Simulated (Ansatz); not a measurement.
## Sensitivity of the G0W0 gap of SnSe2 (P-3m1)

Aim: change settings of a G0W0 run on SnSe2 (P-3m1) and see what moves.

Main program and level: Ansatz 0.2.0; G0W0 on PBE, plane waves, PAW; PAW set soft_1.

## 1. Starting point

Symmetry: P-3m1, No. 164, trigonal system. The conventional cell has a = 3.811 Å, b = 3.811 Å, c = 6.136 Å, α = 90.00°, β = 90.00°, γ = 120.00°. Nearest to Sn lie 6 Se at 2.72 Å. Nearest to Se lie 3 Sn at 2.72 Å. Farther neighbours and most contacts between anions are not listed.

Geometry: measured cell, ions relaxed with PBE. The runs that relaxed it are not among those shown.

## 2. The base run: 6×6×2 mesh, 230 empty bands, screening to 120 eV, PAW set soft_1 files

G0W0 replaces the xc potential by the self-energy, built once from these orbitals. Only a window of levels is corrected, while the sums run over the empty bands that the input names. This step takes PAW set soft_1 files.

File input.yaml:

```yaml
crystal:
  lattice:
    - [3.811, 0.0, 0.0]
    - [-1.9055, 3.3004228138, 0.0]
    - [0.0, 0.0, 6.136]
  atoms:
    - { symbol: Sn, position: [0.0, 0.0, 0.0] }
    - { symbol: Se, position: [0.3333333333, 0.6666666667, 0.2614399677] }
    - { symbol: Se, position: [0.6666666667, 0.3333333333, 0.7385600323] }
kpoints:
  mp_grid: { grid: [6, 6, 2] }
hamiltonian:
  xc: pbe
  pseudopotentials: { kind: paw, azcp: { folder: soft_1 } }
scf:
  occupations: { method: fixed }
gw:
  n_empty_bands: 230
  ecut_chi: 120
  qp_bands: [v2, c2]
  qp_kpoints: band_edges
  screening: { model: contour_deformation }
```

The run is started by

```sh
$ ansatz run input.yaml --threads 3 --pin off --max-ram 92160MiB --backend cuda --events-out ev --progress --plain --runs-dir out --devices 1 --max-vram 13GiB
```

Numbers of over 12 decimals in the logs are rounded to 6 here.

The log of the run:

```text
GPUs: using 1 of 1 available (devices: 1).
Engine: ansatz 0.2.0, x86_64-unknown-linux-gnu
Pseudopotentials: kind: paw
Pseudopotential: Sn, paw, valence charge 14, recommended cutoff 420 eV (normal), soft_1/Sn.paw.azcp
Pseudopotential: Se, paw, valence charge 16, recommended cutoff 420 eV (normal), soft_1/Se.paw.azcp
Functional definition: PBE
  parameter kappa = 0.804
  parameter beta = 0.066725
  exchange = pbe_x(kappa = kappa, mu = beta*pi^2/3)
  correlation = pbe_c(beta = beta)
device memory: the entry about to start is reckoned to put 0.7 GiB on a device that reports 52.3 GiB free (of which the cap on the GPU budget leaves the run 13.0 GiB)
GPU FFT provider: cuFFT
GPU libraries: cuBLAS 13.8.2, cuFFT 12.4.0, cuSOLVER 12.3.4
Crystal: 3 atoms, lattice volume = 77.178 Å³
Basis set: ecut = 420 eV, 1485 PW (Γ)
Bands: 28, of which v1, the nominal top of the filled ones, is band 23 counted from 1 (22 counted from 0)
Symmetry: 12 space group operations
Space group: P-3m1 (ITA 164), of the structure as read, at distance tolerance 4.3e-5 Å
k-points: 14 of 72
Non-local potential: Sn, projectors of the file, l = 0: 2, l = 1: 2, l = 2: 2, l = 3: 1
Non-local potential: Se, projectors of the file, l = 0: 2, l = 1: 2, l = 2: 3, l = 3: 1
PAW form: soft (Blöchl's): semilocal exchange-correlation on the pseudo side does not see the compensation charge
PAW one-centre angular grid: Sn, 590 points (default); XC on 64 Gauss nodes
PAW one-centre angular grid: Se, 590 points (default); XC on 64 Gauss nodes
Initial density: superposition of atomic densities (chi_scale 0.1, normalization cell, long waves kept (reshape's long-wave potential 0.10 eV rms))
Initial wavefunctions: pseudopotential atomic-orbital guess
GPU buffer pool allocated for 32805 grid points (all kernels)
GPU transforms: local potential and band sums: pruned to the plane-wave sphere, on 25×25×45
Functional: x = pbe(κ = 0.804, μ = 0.219515), c = pbe(β = 0.066725)
SCF iter   1: F=—  HF=-16963.829769 eV  |F-HF|=—  |Δ(HF+E_count)|=         —  Δρ=3.24e-2  dr2=1.67e0  ethr=3.10e-3  ⟨swp⟩=5.0  Hψ=1439  notcnv=0  defer=38
preconditioner: auto → Resta (q_TF=auto, 2.503 Å⁻¹)  ε∞=4.0  [insulator: Δε(μ)=0.622 eV  Ē_g=9.786 eV  n_scr=22 (ndim 8)  ℏωp=16.9 eV  f_vac=0.027  ε∞_Penn≈4.0]
SCF iter   2: F=—  HF=-16963.475685 eV  |F-HF|=—  |Δ(HF+E_count)|=   3.54e-1  Δρ=1.63e-2  dr2=2.37e-1  ethr=3.10e-3  ⟨swp⟩=2.0  Hψ=566  notcnv=0  defer=16
SCF iter   3: F=—  HF=-16963.425991 eV  |F-HF|=—  |Δ(HF+E_count)|=   4.97e-2  Δρ=5.33e-3  dr2=1.79e-2  ethr=5.14e-4  ⟨swp⟩=2.0  Hψ=474  notcnv=0  defer=38
SCF iter   4: F=—  HF=-16963.426173 eV  |F-HF|=—  |Δ(HF+E_count)|=   1.82e-4  Δρ=1.08e-3  dr2=1.36e-3  ethr=3.90e-5  ⟨swp⟩=2.0  Hψ=722  notcnv=0  defer=40
[...]
E_xc         = -295.614412
  E_vxc        = -260.572693  (∫ρ·V_xc dr)
  E_paw        = -8631.687221  (= ΣΔE_a)
  E_vpaw       = -702.968257  (= ΣTr[D̂ρ^β])
  E_aug_tail   = -0.000477  (compensation charges beyond the density's cutoff)
  E_ewald      = -4724.188291
  E_smearing   = -0.000000  (= −TS)
  E_closure    = 0.000000  (closes the sum)
  Σ components = -16963.426708   (vs F -16963.426708, Δ=0.00e0)
--- Band table (eV; the first three rows and the last of 14) ---
  k-point 0: bands = [... 19 lower, 7.4037, 7.6099, 7.6099, 7.7861, 8.8792, 11.0734, 12.6075, 12.6075, ... 1 higher]
  k-point 1: bands = [... 19 lower, 7.2661, 7.2661, 7.8237, 7.8237, 10.4989, 10.9433, 12.2894, 12.2894, ... 1 higher]
  k-point 2: bands = [... 19 lower, 6.3815, 6.5909, 7.8488, 7.8865, 10.1140, 11.6588, 12.6658, 12.9671, ... 1 higher]
  k-point 13: bands = [... 19 lower, 3.7753, 4.2249, 7.5312, 7.5312, 10.1897, 12.2193, 12.2193, 13.7621, ... 1 higher]
--- G₀W₀: contour deformation, 7 samples at zero and on the imaginary axis and 1 off it, 72 q-points, 230 empty bands' worth ---
  eigenvalues of the whole cell's RPA ε∞ on this k-mesh (on a slab, of 1 + 4πα/V) = 10.9146, 13.8009, 13.8009; static W/v taken at q = 0 is 0.082038
  bands read: the sum over 253 bands ends inside a degenerate multiplet in 2 slots, whose members it reads at an even weight; the widest, k=0: bands 253 to 254 (counted from 1) at 1/2 each
  gw.qp_kpoints: band_edges: 12 of 14 stored k-points solved, in 1 pass; an edge of the gap read off the rows below is read off those points alone
    valence top: of the k-points left out ik 9 came nearest to being solved in a further pass, in band 23 (counted from 1, as in the quasiparticle table): it holds the edge there only if its correction is more favourable than any solved in that band by at least 0.775 eV; those differ by 0.052 eV
    conduction bottom: of the k-points left out ik 10 came nearest to being solved in a further pass, in band 24 (counted from 1, as in the quasiparticle table): it holds the edge there only if its correction is more favourable than any solved in that band by at least 0.708 eV; those differ by 0.129 eV
    ik  band        ε_KS         Σx   Σc(E_QP)       V_xc       Z   E_QP_lin       E_QP  E_QP is
     0    22      7.6099   -17.4734     1.6336   -15.4210  0.7197     7.1833     7.1912  root
     0    23      7.7861   -17.8193     1.8194   -15.5486  0.7235     7.3266     7.3348  root
     0    24      8.8792   -11.8789    -3.1982   -15.2118  0.7660     9.0142     9.0139  root
     0    25     11.0734    -8.1573    -4.0325   -12.2757  0.7765    11.1594    11.1592  root
     1    22      7.8237   -17.5617     1.5050   -15.6369  0.7262     7.3975     7.4039  root
     1    23      7.8237   -17.5617     1.5050   -15.6369  0.7262     7.3975     7.4039  root
     1    24     10.4989   -12.2228    -3.7080   -16.0962  0.7302    10.6657    10.6644  root
     1    25     10.9433    -8.4641    -4.0430   -12.6173  0.7756    11.0538    11.0535  root
[...]
13    22      7.5312   -17.4529     1.7963   -15.1998  0.7173     7.0652     7.0746  root
    13    23      7.5312   -17.4529     1.7963   -15.1998  0.7173     7.0652     7.0746  root
    13    24     10.1897   -11.8843    -3.8467   -15.8868  0.7089    10.3454    10.3455  root
    13    25     12.2193    -7.9169    -4.2766   -12.2837  0.7580    12.3098    12.3095  root
[key lines of the parts left out:]
SCF converged after 8 iterations
Free energy (F): -16963.426708 eV
Fermi energy:    7.886472 eV
```

Wall time 15 s (1 × NVIDIA H100 80GB HBM3 (shared by 6 runs) with 3 threads of AMD EPYC 7R13 (Zen 3), shared host); peak memory 1.3 GiB.

Reading the cycles: dr2 is the Hartree energy of the density residual (eV), the measure of convergence; HF is the Harris–Foulkes estimate of the energy, which meets the free energy F at convergence.

Numbers from this step:

```
bands summed                                 : 253
RPA ε∞ on this mesh (eigenvalues)            : 10.91, 13.80, 13.80
plane waves in the screening matrix          : 245
q-points in the mesh                         : 72
G0W0 gap on the mesh                         : 1.173 eV
k of the valence top                         : 0, 0.1667, 0
k of the conduction bottom                   : 0, -0.5, -0.5
starting gap on the mesh                     : 0.7046 eV
Z at the valence top                         : 0.7269
Z at the conduction bottom                   : 0.7495
least direct G0W0 gap on the computed points : 1.679 eV
```

The gap on the mesh goes from 0.70 eV to 1.17 eV, a correction of +0.47 eV. Between the two edge states, bare exchange in place of the xc potential would open the gap by 4.93 eV, and correlation takes back 4.46 eV.

## 3. Variant: accuracy level

Edit input.yaml of step 2 so:

```diff
@@ -17,4 +17,4 @@
 gw:
-  n_empty_bands: 230
-  ecut_chi: 120
+  n_empty_bands: 175
+  ecut_chi: 100
   qp_bands: [v2, c2]
@@ -22 +22,2 @@
   screening: { model: contour_deformation }
+accuracy: low
```

The log of the run:

```text
settings of this run that can trade accuracy for cost: accuracy: low. Do not mix this run's numbers with those of runs without the same settings; the input reference describes each key
GPUs: using 1 of 1 available (devices: 1).
[...]
GPU FFT provider: cuFFT
GPU libraries: cuBLAS 13.8.2, cuFFT 12.4.0, cuSOLVER 12.3.4
Crystal: 3 atoms, lattice volume = 77.178 Å³
Basis set: ecut = 420 eV, 1485 PW (Γ)
Bands: 28, of which v1, the nominal top of the filled ones, is band 23 counted from 1 (22 counted from 0)
[... 1 set-up line as in the run before ...]
[...]
k-points: 14 of 72
[...]
GPU buffer pool allocated for 32805 grid points (all kernels)
[...]
SCF iter   1: F=—  HF=-16963.829769 eV  |F-HF|=—  |Δ(HF+E_count)|=         —  Δρ=3.24e-2  dr2=1.67e0  ethr=3.10e-3  ⟨swp⟩=5.0  Hψ=1439  notcnv=0  defer=38
[...]
SCF iter   8: F=-16963.426708 eV  HF=-16963.426708 eV  |F-HF|=1.97e-7  |Δ(HF+E_count)|=   4.22e-6  Δρ=7.86e-6  dr2=9.42e-8  ethr=2.17e-10  ⟨swp⟩=8.1  Hψ=1816  notcnv=0
SCF 1 converged in 8 iterations: F = -16963.426708 eV  dr2 = 9.42e-8
[...]
NSCF: frozen V_eff on 14 k-points, pencils in batches of 32, up to order 112
[...]
NSCF: frozen V_eff on 14 k-points
G₀W₀ screening: q 1/14
[... further progress lines ...]
SCF converged after 8 iterations
Free energy (F): -16963.426708 eV
[...]
Internal energy: -16963.426708 eV  (E = F + TS)
E sigma→0 (E₀):  -16963.426708 eV
Fermi energy:    7.886472 eV
[...]
--- Band table (eV; the first three rows and the last of 14) ---
  k-point 0: bands = [... 19 lower, 7.4037, 7.6099, 7.6099, 7.7861, 8.8792, 11.0734, 12.6075, 12.6075, ... 1 higher]
  k-point 1: bands = [... 19 lower, 7.2661, 7.2661, 7.8237, 7.8237, 10.4989, 10.9433, 12.2894, 12.2894, ... 1 higher]
  k-point 2: bands = [... 19 lower, 6.3815, 6.5909, 7.8488, 7.8865, 10.1140, 11.6588, 12.6658, 12.9671, ... 1 higher]
  k-point 13: bands = [... 19 lower, 3.7753, 4.2249, 7.5312, 7.5312, 10.1897, 12.2193, 12.2193, 13.7621, ... 1 higher]
[...]
0    22      7.6099   -17.4734     1.7125   -15.4210  0.7202     7.2652     7.2701  root
     0    23      7.7861   -17.8193     1.9025   -15.5486  0.7239     7.4127     7.4180  root
     0    24      8.8792   -11.8789    -3.1134   -15.2118  0.7664     9.0997     9.0987  root
     0    25     11.0734    -8.1573    -3.9744   -12.2757  0.7722    11.2179    11.2174  root
     1    22      7.8237   -17.5617     1.5867   -15.6369  0.7268     7.4817     7.4856  root
     1    23      7.8237   -17.5617     1.5867   -15.6369  0.7268     7.4817     7.4856  root
     1    24     10.4989   -12.2228    -3.6185   -16.0962  0.7324    10.7560    10.7539  root
     1    25     10.9433    -8.4641    -3.9804   -12.6173  0.7754    11.1169    11.1162  root
[...]
13    22      7.5312   -17.4529     1.8744   -15.1998  0.7179     7.1456     7.1526  root
    13    23      7.5312   -17.4529     1.8744   -15.1998  0.7179     7.1456     7.1526  root
    13    24     10.1897   -11.8843    -3.7596   -15.8868  0.7125    10.4331    10.4325  root
    13    25     12.2193    -7.9169    -4.2203   -12.2837  0.7647    12.3663    12.3658  root
```

Elapsed: 13 s, on 1 × NVIDIA H100 80GB HBM3 (shared by 6 runs) with 3 threads; peak memory 1.2 GiB.

The G0W0 gap on the mesh is 1.163 eV.

Against the base:

| setting | base | variant |
| --- | --- | --- |
| empty bands | 230 | 175 |
| screening cutoff (eV) | 120 | 100 |
| accuracy | - | low |

| quantity | variant | base |
| --- | --- | --- |
| starting gap on the mesh | 0.705 | 0.705 |
| G0W0 gap on the mesh | 1.163 | 1.173 |
| least direct G0W0 gap on the computed points | 1.681 | 1.679 |
| Z at the valence top | 0.727 | 0.727 |
| Z at the conduction bottom | 0.750 | 0.749 |

## 4. Summary of results

```json
{
 "base": "1.17 eV, 15 s",
 "accuracy level": "1.16 eV, 13 s"
}
```

Accuracy level: the gap moves by −0.01 eV. The variant differs from the base in empty bands, screening cutoff and accuracy together, so the change can't be laid to one of them. All runs here use a coarse mesh and modest cutoffs; they test settings and are not final values. The 6×6×2 mesh is coarse for this cell (its supercell is 12 Å along the shortest edge). The RPA ε∞ on it, from the PBE start, is 10.91 and 13.80; such meshes misread the long-range screening, most where the gap is narrow. The many-body steps are scalar-relativistic: spin-orbit coupling is not in them.

[Paths, hosts, dates, memory and timing lines, banners, echoed tables and standing remarks are left out of the program output.]

[Logs are printed without paths, hosts, clocks, repeated set-up lines and the standing remarks that a program may print on its own settings, such as how far it seeks lower states.]

[Runs of the session that timed out or met a known fault of the program may be left out.]

[Cells called generated may have been cut or substituted from an entry of the Crystallography Open Database or the Materials Project.]

[Hosts, paths, dates, database ids (printed as entryN), source tags and the programs' standing remarks are cut or masked in the printed files.]
